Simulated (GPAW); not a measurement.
## How the form of the self-energy moves the gap of Al3BP4 (ordered alloy, started on the zincblende lattice) (P-43m)

Wanted: the gap of Al3BP4 (ordered alloy, started on the zincblende lattice) (P-43m) under several approximations, with cost.

Method: PBE and many-body steps on it, plane waves, in GPAW 26.7.0.

The structure was built from a prototype and need not be the compound's stable phase.

## 1. Set-up

The structure is cubic, space group P-43m (No. 215). The conventional cell has a = 5.280 Å, b = 5.280 Å, c = 5.280 Å, α = 90.00°, β = 90.00°, γ = 90.00°. Nearest to B lie 4 P at 2.07 Å. Nearest to P lie 1 B at 2.07 Å and 3 Al at 2.37 Å. Nearest to Al lie 4 P at 2.37 Å. Farther neighbours are not listed.

As a file:

```xyz
8
Lattice="5.2802 0.0000 0.0000 0.0000 5.2802 0.0000 0.0000 0.0000 5.2802" Properties=species:S:1:pos:R:3 pbc="T T T"
B     0.0000    0.0000    0.0000
P     1.1936    1.1936    1.1936
Al    2.6401    2.6401    0.0000
P     4.0866    4.0866    1.1936
Al    2.6401    0.0000    2.6401
P     4.0866    1.1936    4.0866
Al    0.0000    2.6401    2.6401
P     1.1936    4.0866    4.0866
```

The structure was relaxed with PBE. The structure type comes from a generator and need not be one that this composition takes. The runs that relaxed it are not among those shown.

## 2. Empty states on the mesh, 2×2×2 mesh, 505 bands

This step: GPAW 26.7.0; DFT, PBE, plane waves, PAW.

The sums over transitions need many empty states on a uniform mesh; this step solves for them.

Contents of run.py:

```python
import json
import numpy as np
from gpaw.mpi import world
from gpaw import GPAW

calc = GPAW('gs.gpw').fixed_density(kpts={'size': (2, 2, 2), 'gamma': True},
    parallel={'domain': 1, 'band': 1},
    txt='nscf.txt')
calc.diagonalize_full_hamiltonian(nbands=505)
calc.write('full.gpw', mode='all')
res = {}
kpts = calc.get_ibz_k_points()
res['kpts'] = kpts
res['eigenvalues'] = [calc.get_eigenvalues(kpt=k) for k in range(len(kpts))]
res['n_electrons'] = calc.get_number_of_electrons()

if world.rank == 0:
    with open('result.json', 'w') as f:
        json.dump(res, f, default=lambda x: x.tolist())
```

On the command line:

```bash
$ mpirun -n 4 gpaw python run.py
```

Numbers of over 12 decimals in the logs are rounded to 6 here.

Log:

```text
Diagonalizing LCAO Hamiltonian
Converting LCAO to pw mode
convergence criteria:
- Maximum integral of absolute [eigenst]ate change: 4e-08 eV^2 / valence electron
maximum number of iterations: 100

SCF iterations
|iter     |     time |      energy | eigst |  dens |
|iter:   1|  |             | +0.68 |       |
|iter:   2|  |             | -0.97 |       |
|iter:   3|  |             | -1.94 |       |
[...]
|iter:  13|  |             | -6.95 |       |
|iter:  14|  |             | -7.33 |       |
|iter:  15|  |             | -7.76c|       |
SCF steps: 15
  __  _  _
 | _ |_)|_||  |
 |__||  | ||/\| - 26.7.0

Input parameters:
  mode=PW(ecut=600.0),
  convergence={'density': 1e-06, 'bands': -3},
  gpts=array([30, 30, 30]),
  kpts=MonkhorstPack(size=(2, 2, 2), gamma=True),
  maxiter=100,
  nbands=26,
  occupations=Occupations(name='fermi-dirac', width=0.001, fixmagmom=False),
  parallel={'domain': 1, 'band': 1},
  xc=XC(name='PBE')
Matrix size: 4945x4945
# Writing to full.gpw (mode='all')
  [... matrices ...]

timing:  # [seconds]
  Total: 112.799  # ━━━━━━━━━━━━━━━━━━━━━━━━━━━━━━━━━━━━━━━━━━━━━━━━━━━━━━━━━
```

Wall time 2 min (4 MPI ranks of Arm Neoverse V1, shared host); peak memory 6.8 GiB.

This step gave:

```yaml
gap: 1.036 eV
k_of_the_valence_top: 0, 0, 0
k_of_the_conduction_bottom: 0.5, 0.5, 0.5
least_direct_gap: 1.415 eV
k_points_computed: 4
lowest_point_of_the_top_converged_band_above_the_valence_top: 118.0462 eV
```

On this mesh the gap is 1.036 eV.

## 3. G0W0, Godby-Needs plasmon pole

G0W0 replaces the xc potential by the self-energy, built once from these orbitals. Only a window of levels is corrected, while the sums run over the empty bands that the input names.

This step: G0W0 on PBE, plane waves, PAW.

Contents of run.py:

```python
import json
import numpy as np
from gpaw.mpi import world
from gpaw.response.g0w0 import G0W0

gw = G0W0('full.gpw',
    filename='gw',
    kpts=[0, 3],
    bands=(14, 18),
    ecut=78,
    nbands=230,
    integrate_gamma='WS',
    ppa=True)
gw.calculate()
res = {mode: {k: v for k, v in r.items() if k != 'sigma_eskwn'}
       for mode, r in gw.all_results.items()}

if world.rank == 0:
    with open('result.json', 'w') as f:
        json.dump(res, f, default=lambda x: x.tolist())
```

On the command line:

```bash
$ mpirun -n 4 gpaw python run.py
```

Log:

```text
Using integrator: PointIntegrator
FrequencyGridDescriptor(from 0.000+0.000j to 0.000+27.211j eV, 2 points)
Nonperiodic BCs:  [False False False]
Using integrator: PointIntegrator
FrequencyGridDescriptor(from 0.000+0.000j to 0.000+27.211j eV, 2 points)
Nonperiodic BCs:  [False False False]
  ___  _ _ _
 |   || | | |
 | | || | | |
 |__ ||_____|
 |___|

BZ k-points: Symmetries present (total): 24

  [... matrices ...]
8 k-points: 2 x 2 x 2 Monkhorst-Pack grid + [1/4,1/4,1/4]
4 k-points in the irreducible part of the Brillouin zone
       k-points in crystal coordinates                weights
   0:     0.00000000    0.00000000    0.00000000          1/8
   1:     0.50000000    0.00000000    0.00000000          3/8
   2:     0.50000000    0.50000000    0.00000000          3/8
   3:     0.50000000    0.50000000    0.50000000          1/8

Distributing spins, k-points and bands (1 x 2 x 4) over 4 processes
Number of blocks: 1

Quasi particle states:
k-points (IBZ indices): [0, 3]
Band range: (14, 18)
  [... matrices ...]
Computational parameters:
Plane wave cut-off: 78 eV
Number of bands: 230
Coulomb cutoff: None
Broadening: 0.1 eV

fxc modes: GW
Kernel: RPA
Using Godby-Needs plasmon-pole approximation:
  Fitting energy: i*E0, E0 = 1.000 Hartree
Summing all q:

Calculating screened Coulomb potential
No Coulomb truncation
FrequencyGridDescriptor(from 0.000+0.000j to 0.000+27.211j eV, 2 points)
Removing empty qpoint cache files...

Calculating chi0 body with:
    Ground state adapter containing:
    Number of spins: 1
    Number of kpoints: 8
    Number of irreducible kpoints: 4
    Number of completely occupied states: 16
    Number of partially occupied states: 16
    Occupied states memory: 6.591796875 M / cpu

    Linear response parametrization:
    q_c: [0.0, 0.0, 0.0]
    Number of frequency points: 2
    Planewave cutoff: 78.0
    Number of bands: 230
    Number of planewaves: 251
    Broadening (eta): 1e-06
    comm.size: 4
    kncomm.size: 4
    blockcomm.size: 1

    Memory estimate of potentially large arrays:
        chi0_wGG: 1.922638 M / cpu
Integrating chi0 body.

Symmetries of q_c:
    Direct symmetries (Uq -> q): 24
    Indirect symmetries (TUq -> q): 24
In total 48 allowed symmetries.

  [... matrices ...]
4 groups of equivalent kpoints. 50.0% reduction.

Integral kind: response function
Integrating chi0 head and wings.

Symmetries of q_c:
    Direct symmetries (Uq -> q): 24
    Indirect symmetries (TUq -> q): 24
In total 48 allowed symmetries.

  [... matrices ...]
4 groups of equivalent kpoints. 50.0% reduction.

Integral kind: response function wings

Calculating chi0 body with:
    Ground state adapter containing:
    Number of spins: 1
    Number of kpoints: 8
    Number of irreducible kpoints: 4
    Number of completely occupied states: 16
    Number of partially occupied states: 16
    Occupied states memory: 6.591796875 M / cpu

    Linear response parametrization:
[... the further q-points ...]

Results:
f:      Occupation numbers
eps:     KS-eigenvalues [eV]
vxc:     KS vxc [eV]
exx:     Exact exchange [eV]
sigma:   Self-energies [eV]
dsigma:  Self-energy derivatives
Z:       Renormalization factors
qp:      QP-energies [eV]

k-point 0 (0): (0.000, 0.000, 0.000)                GW
band       f     eps     vxc     exx   sigma  dsigma       Z      qp
                                                                   GW
  14   1.000   5.008 -13.915 -15.804   1.465  -0.286   0.778   4.678
  15   1.000   5.008 -13.915 -15.804   1.465  -0.286   0.778   4.678
  16   0.000   6.423  -9.683  -5.851  -3.681  -0.253   0.798   6.543
  17   0.000   6.423  -9.683  -5.851  -3.681  -0.253   0.798   6.543

k-point 1 (3): (0.500, 0.500, 0.500)                GW
band       f     eps     vxc     exx   sigma  dsigma       Z      qp
                                                                   GW
  14   1.000   4.434 -13.688 -15.976   1.763  -0.294   0.773   4.028
  15   1.000   4.434 -13.688 -15.976   1.763  -0.294   0.773   4.028
  16   0.000   6.044 -11.577  -7.434  -3.758  -0.273   0.785   6.346
  17   0.000   7.967 -12.521  -7.872  -4.096  -0.268   0.789   8.403
```

Wall time 26 s (4 MPI ranks); peak memory 1.9 GiB.

This step gave:

- G0W0 gap on the points computed: 1.668 eV
- least direct G0W0 gap on the computed points: 1.865 eV
- Z at the valence top: 0.7778
- Z at the conduction bottom: 0.7853
- starting gap on the mesh: 1.036 eV
- k of the valence top: 0, 0, 0
- k of the conduction bottom: 0.5, 0.5, 0.5

The gap on the mesh goes from 1.04 eV to 1.67 eV, a correction of +0.63 eV.

## 4. One-shot HSE06

This step: one-shot HSE06 levels on PBE orbitals, plane waves, PAW.

Contents of run.py:

```python
import json
import numpy as np
from gpaw.mpi import world
from gpaw.hybrids.eigenvalues import non_self_consistent_eigenvalues

dft, vxc, vxc_hyb = non_self_consistent_eigenvalues('full.gpw', 'HSE06', 14, 18, kpt_indices=[0, 3])
res = {'dft': dft[0], 'hybrid': (dft - vxc + vxc_hyb)[0]}
if world.rank == 0:
    with open('hybrid.txt', 'w') as f:
        for k, e0, e1 in zip([0, 3], res['dft'], res['hybrid']):
            print(k, ' '.join(f'{x:9.4f}' for x in e0), '|', ' '.join(f'{x:9.4f}' for x in e1), file=f)

if world.rank == 0:
    with open('result.json', 'w') as f:
        json.dump(res, f, default=lambda x: x.tolist())
```

On the command line:

```bash
$ mpirun -n 4 gpaw python run.py
```

Log:

```text
IBZ(<points: 4, symmetries: 24>)
Occupied bands: 16
Transforming wave functions from IBZ to BZ: 0.010 seconds
Distributing wave functions and iFFT-ing to real space: 0.040 seconds
Calculating eigenvalues:
  k-points: 2
  Bands: 14-17 (inclusive)
  Seconds: 0.356 (wave-function broadcasting: 0.019 seconds)
HSE06-eigenvalue shifts:
  min: -0.541 eV
  ave: -0.081 eV
  max: 0.449 eV
```

Elapsed: 3.8 s, on 4 MPI ranks; peak memory 0.46 GiB; 15 s of CPU time.

This step gave:

```
starting gap on the mesh                       : 1.036 eV
hybrid gap on the mesh                         : 1.839 eV
least direct hybrid gap on the computed points : 2.154 eV
```

## 5. G0W0, extrapolated in the cutoff

This step: G0W0 on PBE, plane waves, PAW.

Contents of run.py:

```python
import json
import numpy as np
from gpaw.mpi import world
from gpaw.response.g0w0 import G0W0

gw = G0W0('full.gpw',
    filename='gw',
    kpts=[0, 3],
    bands=(14, 18),
    ecut=130.0,
    integrate_gamma='WS',
    ppa=True,
    ecut_extrapolation=True)
gw.calculate()
res = {mode: {k: v for k, v in r.items() if k != 'sigma_eskwn'}
       for mode, r in gw.all_results.items()}

if world.rank == 0:
    with open('result.json', 'w') as f:
        json.dump(res, f, default=lambda x: x.tolist())
```

On the command line:

```bash
$ mpirun -n 4 gpaw python run.py
```

Log:

```text
Using integrator: PointIntegrator
FrequencyGridDescriptor(from 0.000+0.000j to 0.000+27.211j eV, 2 points)
Nonperiodic BCs:  [False False False]
Using integrator: PointIntegrator
FrequencyGridDescriptor(from 0.000+0.000j to 0.000+27.211j eV, 2 points)
Nonperiodic BCs:  [False False False]
  ___  _ _ _
 |   || | | |
 | | || | | |
 |__ ||_____|
 |___|

BZ k-points: Symmetries present (total): 24

  [... matrices ...]
8 k-points: 2 x 2 x 2 Monkhorst-Pack grid + [1/4,1/4,1/4]
4 k-points in the irreducible part of the Brillouin zone
       k-points in crystal coordinates                weights
   0:     0.00000000    0.00000000    0.00000000          1/8
   1:     0.50000000    0.00000000    0.00000000          3/8
   2:     0.50000000    0.50000000    0.00000000          3/8
   3:     0.50000000    0.50000000    0.50000000          1/8

Distributing spins, k-points and bands (1 x 2 x 4) over 4 processes
Number of blocks: 1

Quasi particle states:
k-points (IBZ indices): [0, 3]
Band range: (14, 18)
  [... matrices ...]
Computational parameters:
Extrapolating to infinite plane wave cut-off using points at:
  112.031 eV
  120.183 eV
  130.000 eV
Number of bands: 495
Coulomb cutoff: None
Broadening: 0.1 eV

fxc modes: GW
Kernel: RPA
Using Godby-Needs plasmon-pole approximation:
  Fitting energy: i*E0, E0 = 1.000 Hartree
Summing all q:

Calculating screened Coulomb potential
No Coulomb truncation
FrequencyGridDescriptor(from 0.000+0.000j to 0.000+27.211j eV, 2 points)
Removing empty qpoint cache files...

Calculating chi0 body with:
    Ground state adapter containing:
    Number of spins: 1
    Number of kpoints: 8
    Number of irreducible kpoints: 4
    Number of completely occupied states: 16
    Number of partially occupied states: 16
[...]
kncomm.size: 4
    blockcomm.size: 1

    Memory estimate of potentially large arrays:
        chi0_wGG: 7.178497 M / cpu
Integrating chi0 body.

Symmetries of q_c:
    Direct symmetries (Uq -> q): 24
    Indirect symmetries (TUq -> q): 24
In total 48 allowed symmetries.

  [... matrices ...]
4 groups of equivalent kpoints. 50.0% reduction.

Integral kind: response function
Integrating chi0 head and wings.

Symmetries of q_c:
    Direct symmetries (Uq -> q): 24
    Indirect symmetries (TUq -> q): 24
In total 48 allowed symmetries.

  [... matrices ...]
4 groups of equivalent kpoints. 50.0% reduction.

Integral kind: response function wings

Calculating chi0 body with:
    Ground state adapter containing:
    Number of spins: 1
    Number of kpoints: 8
    Number of irreducible kpoints: 4
    Number of completely occupied states: 16
    Number of partially occupied states: 16
    Occupied states memory: 6.591796875 M / cpu

    Linear response parametrization:
[... the further q-points ...]
Extrapolating selfenergy to infinite energy cutoff:
  Performing linear fit to 3 points
  Minimum R^2 = 0.9944. (R^2 Should be close to 1)
  [... matrices ...]
Results:
f:      Occupation numbers
eps:     KS-eigenvalues [eV]
vxc:     KS vxc [eV]
exx:     Exact exchange [eV]
sigma:   Self-energies [eV]
dsigma:  Self-energy derivatives
Z:       Renormalization factors
qp:      QP-energies [eV]

k-point 0 (0): (0.000, 0.000, 0.000)                GW
band       f     eps     vxc     exx   sigma  dsigma       Z      qp
                                                                   GW
  14   1.000   5.008 -13.915 -15.804   0.896  -0.292   0.774   4.239
  15   1.000   5.008 -13.915 -15.804   0.896  -0.292   0.774   4.239
  16   0.000   6.423  -9.683  -5.851  -3.947  -0.256   0.796   6.331
[...]
k-point 1 (3): (0.500, 0.500, 0.500)                GW
band       f     eps     vxc     exx   sigma  dsigma       Z      qp
                                                                   GW
[...]
16   0.000   6.044 -11.577  -7.434  -4.169  -0.278   0.782   6.023
  17   0.000   7.967 -12.521  -7.872  -4.484  -0.272   0.786   8.097
```

Elapsed: 2.9 min, on 4 MPI ranks; peak memory 2.7 GiB.

This step gave:

- quasiparticle gap on the points computed: 1.784 eV
- least direct quasiparticle gap on the computed points: 2.092 eV
- Z at the valence top: 0.7739
- Z at the conduction bottom: 0.7824
- starting gap on the mesh: 1.036 eV
- k of the valence top: 0, 0, 0
- k of the conduction bottom: 0.5, 0.5, 0.5
- gaps at the cutoffs of the extrapolation: 1.716, 1.723, 1.729 eV

Against G0W0 in GPAW (2×2×2 mesh, 230 bands, screening to 78 eV, Godby-Needs plasmon pole), the gap moves by +0.116 eV.

## 6. One-shot Hartree-Fock

This step: one-shot Hartree-Fock levels on PBE orbitals, plane waves, PAW.

Contents of run.py:

```python
import json
import numpy as np
from gpaw.mpi import world
from gpaw.hybrids.eigenvalues import non_self_consistent_eigenvalues

dft, vxc, vxc_hyb = non_self_consistent_eigenvalues('full.gpw', 'EXX', 14, 18, kpt_indices=[0, 3])
res = {'dft': dft[0], 'hybrid': (dft - vxc + vxc_hyb)[0]}
if world.rank == 0:
    with open('hybrid.txt', 'w') as f:
        for k, e0, e1 in zip([0, 3], res['dft'], res['hybrid']):
            print(k, ' '.join(f'{x:9.4f}' for x in e0), '|', ' '.join(f'{x:9.4f}' for x in e1), file=f)

if world.rank == 0:
    with open('result.json', 'w') as f:
        json.dump(res, f, default=lambda x: x.tolist())
```

On the command line:

```bash
$ mpirun -n 4 gpaw python run.py
```

Log:

```text
IBZ(<points: 4, symmetries: 24>)
Occupied bands: 16
Transforming wave functions from IBZ to BZ: 0.009 seconds
Distributing wave functions and iFFT-ing to real space: 0.040 seconds
Calculating eigenvalues:
  k-points: 2
  Bands: 14-17 (inclusive)
  Seconds: 0.455 (wave-function broadcasting: 0.019 seconds)
HSE06-eigenvalue shifts:
  min: -2.288 eV
  ave: 1.013 eV
  max: 4.649 eV
```

Elapsed: 3.4 s, on 4 MPI ranks; peak memory 0.45 GiB.

This step gave:

- starting gap on the mesh: 1.036 eV
- hybrid gap on the mesh: 7.068 eV
- least direct hybrid gap on the computed points: 7.136 eV

## 7. G0W0, full frequency, Hilbert transform

This step: G0W0 on PBE, plane waves, PAW.

Contents of run.py:

```python
import json
import numpy as np
from gpaw.mpi import world
from gpaw.response.g0w0 import G0W0

gw = G0W0('full.gpw',
    filename='gw',
    kpts=[0, 3],
    bands=(14, 18),
    ecut=78,
    nbands=230,
    integrate_gamma='WS',
    frequencies={'type': 'nonlinear', 'domega0': 0.1, 'omega2': 15.0},
    eta=0.1,
    nblocksmax=True)
gw.calculate()
res = {mode: {k: v for k, v in r.items() if k != 'sigma_eskwn'}
       for mode, r in gw.all_results.items()}

if world.rank == 0:
    with open('result.json', 'w') as f:
        json.dump(res, f, default=lambda x: x.tolist())
```

On the command line:

```bash
$ mpirun -n 4 gpaw python run.py
```

Log:

```text
Using integrator: PointIntegrator
NonLinearFrequencyDescriptor(from 0.000 to 78.688 eV, 249 points)
Nonperiodic BCs:  [False False False]
Using integrator: PointIntegrator
NonLinearFrequencyDescriptor(from 0.000 to 78.688 eV, 249 points)
Nonperiodic BCs:  [False False False]
  ___  _ _ _
 |   || | | |
 | | || | | |
 |__ ||_____|
 |___|

BZ k-points: Symmetries present (total): 24

  [... matrices ...]
8 k-points: 2 x 2 x 2 Monkhorst-Pack grid + [1/4,1/4,1/4]
4 k-points in the irreducible part of the Brillouin zone
       k-points in crystal coordinates                weights
[...]
GW
  14   1.000   5.008 -13.915 -15.804   1.459  -0.315   0.761   4.681
  15   1.000   5.008 -13.915 -15.804   1.459  -0.315   0.761   4.681
  16   0.000   6.423  -9.683  -5.851  -3.627  -0.286   0.778   6.582
[...]
k-point 1 (3): (0.500, 0.500, 0.500)                GW
band       f     eps     vxc     exx   sigma  dsigma       Z      qp
                                                                   GW
[...]
16   0.000   6.044 -11.577  -7.434  -3.719  -0.316   0.760   6.366
  17   0.000   7.967 -12.521  -7.872  -4.053  -0.298   0.771   8.426
```

The job ended after 2 min (4 MPI ranks; peak memory 2.3 GiB; 7.8 min of CPU time).

Numbers from this step:

```
G0W0 gap on the points computed              : 1.685 eV
least direct G0W0 gap on the computed points : 1.901 eV
starting gap on the mesh                     : 1.036 eV
k of the valence top                         : 0, 0, 0
k of the conduction bottom                   : 0.5, 0.5, 0.5
```

Against G0W0 in GPAW (2×2×2 mesh, 230 bands, screening to 78 eV, Godby-Needs plasmon pole), the gap moves by +0.017 eV.

## 8. The runs together

Times are wall times on 4 MPI ranks of Arm Neoverse V1, shared host, good to a factor of about two.

| run | mesh | bands | screening cutoff (eV) | DFT gap (eV) | gap on the mesh (eV) | direct (eV) | time |
| --- | --- | --- | --- | --- | --- | --- | --- |
| G0W0, Godby-Needs plasmon pole | 2×2×2 | 230 | 78 | 1.036 | 1.668 | 1.865 | 26 s |
| one-shot HSE06 | 2×2×2 | - | - | 1.036 | 1.839 | 2.154 | 3.8 s |
| G0W0, extrapolated in the cutoff | 2×2×2 | - | 130 | 1.036 | 1.784 | 2.092 | 2.9 min |
| one-shot Hartree-Fock | 2×2×2 | - | - | 1.036 | 7.068 | 7.136 | 3.4 s |
| G0W0, full frequency, Hilbert transform | 2×2×2 | 230 | 78 | 1.036 | 1.685 | 1.901 | 2 min |

## 9. What came out

```yaml
g0w0_godby_needs_plasmon_pole: 1.668 eV
one_shot_hse06: 1.839 eV
g0w0_extrapolated_in_the_cutoff: 1.784 eV
one_shot_hartree_fock: 7.068 eV
g0w0_full_frequency_hilbert_transform: 1.685 eV
known_limits: not at the basis limit; coarse k mesh
```

What this shows: One-shot HSE06: +0.171 eV against G0W0, Godby-Needs plasmon pole. G0W0, extrapolated in the cutoff: +0.116 eV against G0W0, Godby-Needs plasmon pole, at other bands or cutoff, so not like for like. One-shot Hartree-Fock: +5.400 eV against G0W0, Godby-Needs plasmon pole. G0W0, full frequency, Hilbert transform: +0.017 eV against G0W0, Godby-Needs plasmon pole. Bare exchange alone opens the gap to 7.07 eV; against G0W0, correlation takes back 5.40 eV. One-shot hybrid levels are evaluated on the PBE orbitals. Bands and cutoff are finite, so the gap is not at the basis limit. The miss can reach some tenths of an eV and take either sign; the mesh is an error of its own. These stock PAW sets were not made for GW. In the G0W0 runs levels were corrected at 2 k points alone, so a gap called «on the mesh» is the least over those, and an edge elsewhere would be missed. The 2×2×2 mesh is coarse for this cell, which bears on the long-range parts of exchange and screening.

[Paths, hosts, dates, memory and timing lines, banners, echoed tables and standing remarks are left out of the program output.]

[Logs are printed without paths, hosts, clocks, repeated set-up lines and the standing remarks that a program may print on its own settings, such as how far it seeks lower states.]

[Runs of the session that timed out or met a known fault of the program may be left out.]

[Hosts, paths, dates, database ids (printed as entryN), source tags and the programs' standing remarks are cut or masked in the printed files.]
